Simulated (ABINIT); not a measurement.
Planning a run of ABINIT 10.8.3 on AlN (P6_3mc). The input:

```
acell 3*1.0 Angstrom
rprim 
  3.113000000011 -0.000000000003 0.000000000000
  -1.556500000003 2.695937081992 0.000000000000
  0.000000000000 0.000000000000 4.981000000000
ntypat 2
znucl 13 7
natom 4
typat 1 1 2 2
xred 
  0.333333333333 0.666666666667 0.000000000000
  0.666666666667 0.333333333333 0.500000000000
  0.333333333333 0.666666666667 0.380000000000
  0.666666666667 0.333333333333 0.880000000000
pp_dirpath "pseudos"
pseudos "Al.upf, N.upf"
ecut 36
ngkpt 6 6 4
nshiftk 1
shiftk 0 0 0
kptopt 1
chksymbreak 0
istwfk *1
occopt 1
irdwfk 1
optdriver 3
nband 182
ecuteps 8.4
inclvkb 2
awtr 1
symchi 1
indata_prefix "in"
outdata_prefix "out"
tmpdata_prefix "tmp"
```

The database entry behind the starting cell differs from other determinations of this structure, so it need not match the best structure at room temperature.

```sh
OMP_NUM_THREADS=1 mpirun -n 8 abinit run.abi > log
```

**Question.** Estimate wall time and host memory on 8 MPI ranks of AMD EPYC 9R45, shared host.

It took 70 s; on shared hardware allow 35 s to 2.3 min. Peak host memory was 2.8 GiB.

[Long decimals in the printed logs are rounded to 6 places.]

[Logs are printed without paths, hosts, clocks, repeated set-up lines and the standing remarks that a program may print on its own settings, such as how far it seeks lower states.]

[Paths, hosts, dates, memory and timing lines, banners, echoed tables and standing remarks are left out of the program output; an Ansatz launch command may be rebuilt from the run's recorded settings. Measured values are a selection of at most five: reports struck by readers or far from the other reports are left out. None is set beside runs whose start may be inverted or whose files or cutoffs have a known fault.]

[Runs of the session that timed out or met a known fault of the program may be left out.]

[Hosts, paths, dates, database ids (printed as entryN), source tags and the programs' standing remarks are cut or masked in the printed files.]

[G0W0 gaps are taken among the corrected bands and points alone; a level outside them can change the order at an edge.]

[Where Ansatz stands beside ABINIT at settings called matched, ABINIT's density can come from a denser mesh and the files from another edition; pairs whose starting gaps differed by over 0.03 eV were left out, so agreement reads better than it is.]
